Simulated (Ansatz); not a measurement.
An input for Ansatz 0.2.0 (YPO4 (I4_1/amd)):

```yaml
crystal:
  lattice:
    - [-3.44735, 3.44735, 3.0138]
    - [3.44735, -3.44735, 3.0138]
    - [3.44735, 3.44735, -3.0138]
  atoms:
    - { symbol: "Y", position: [0.75, 0.25, 0.5] }
    - { symbol: "Y", position: [0.0, 0.0, 0.0] }
    - { symbol: P, position: [0.5, 0.5, 0.0] }
    - { symbol: P, position: [0.25, 0.75, 0.5] }
    - { symbol: O, position: [0.1661, 0.3408, 0.8253] }
    - { symbol: O, position: [0.0908, 0.7655, 0.6747] }
    - { symbol: O, position: [0.5155, 0.3408, 0.1747] }
    - { symbol: O, position: [0.0908, 0.4161, 0.3253] }
    - { symbol: O, position: [0.5839, 0.9092, 0.6747] }
    - { symbol: O, position: [0.6592, 0.8339, 0.1747] }
    - { symbol: O, position: [0.2345, 0.9092, 0.3253] }
    - { symbol: O, position: [0.6592, 0.4845, 0.8253] }
kpoints:
  mp_grid: { grid: [4, 4, 4] }
hamiltonian:
  xc: r2scan
scf:
  occupations: { method: fixed }
gw:
  n_empty_bands: 658
  ecut_chi: 160.0
  qp_bands: [v4, c4]
  qp_kpoints: band_edges
  screening: { model: contour_deformation }
```

The database entry behind the starting cell differs from later determinations by our own check (impure mineral, about 0.2 % long), so it need not match the best structure at ambient conditions.

```sh
ansatz run input.yaml --threads 24 --pin off --max-ram 82944MiB --backend cuda --events-out ev --progress --plain --runs-dir out --devices 1 --max-vram 78GiB
```

How long will it take on 1 × NVIDIA GB200 (shared by 2 runs) with 24 threads of Arm Neoverse V2, shared host, and how much memory?

It took 16 s; on shared hardware allow 8 s to 32 s. Peak host memory was 3.3 GiB. The sizes that set the cost: 3683 plane waves a state, 13 irreducible k points, 698 bands summed, 663 plane waves in the screening and 7 SCF cycles.

The screening grows as filled bands × empty bands × pairs of k points, times the square of the screening basis for the matrix.

[Paths, hosts, dates, memory and timing lines, banners, echoed tables and standing remarks are left out of the program output.]

[Logs are printed without paths, hosts, clocks, repeated set-up lines and the standing remarks that a program may print on its own settings, such as how far it seeks lower states.]

[Runs of the session that timed out or met a known fault of the program may be left out.]

[Cells called generated may have been cut or substituted from an entry of the Crystallography Open Database or the Materials Project.]

[Hosts, paths, dates, database ids (printed as entryN), source tags and the programs' standing remarks are cut or masked in the printed files.]
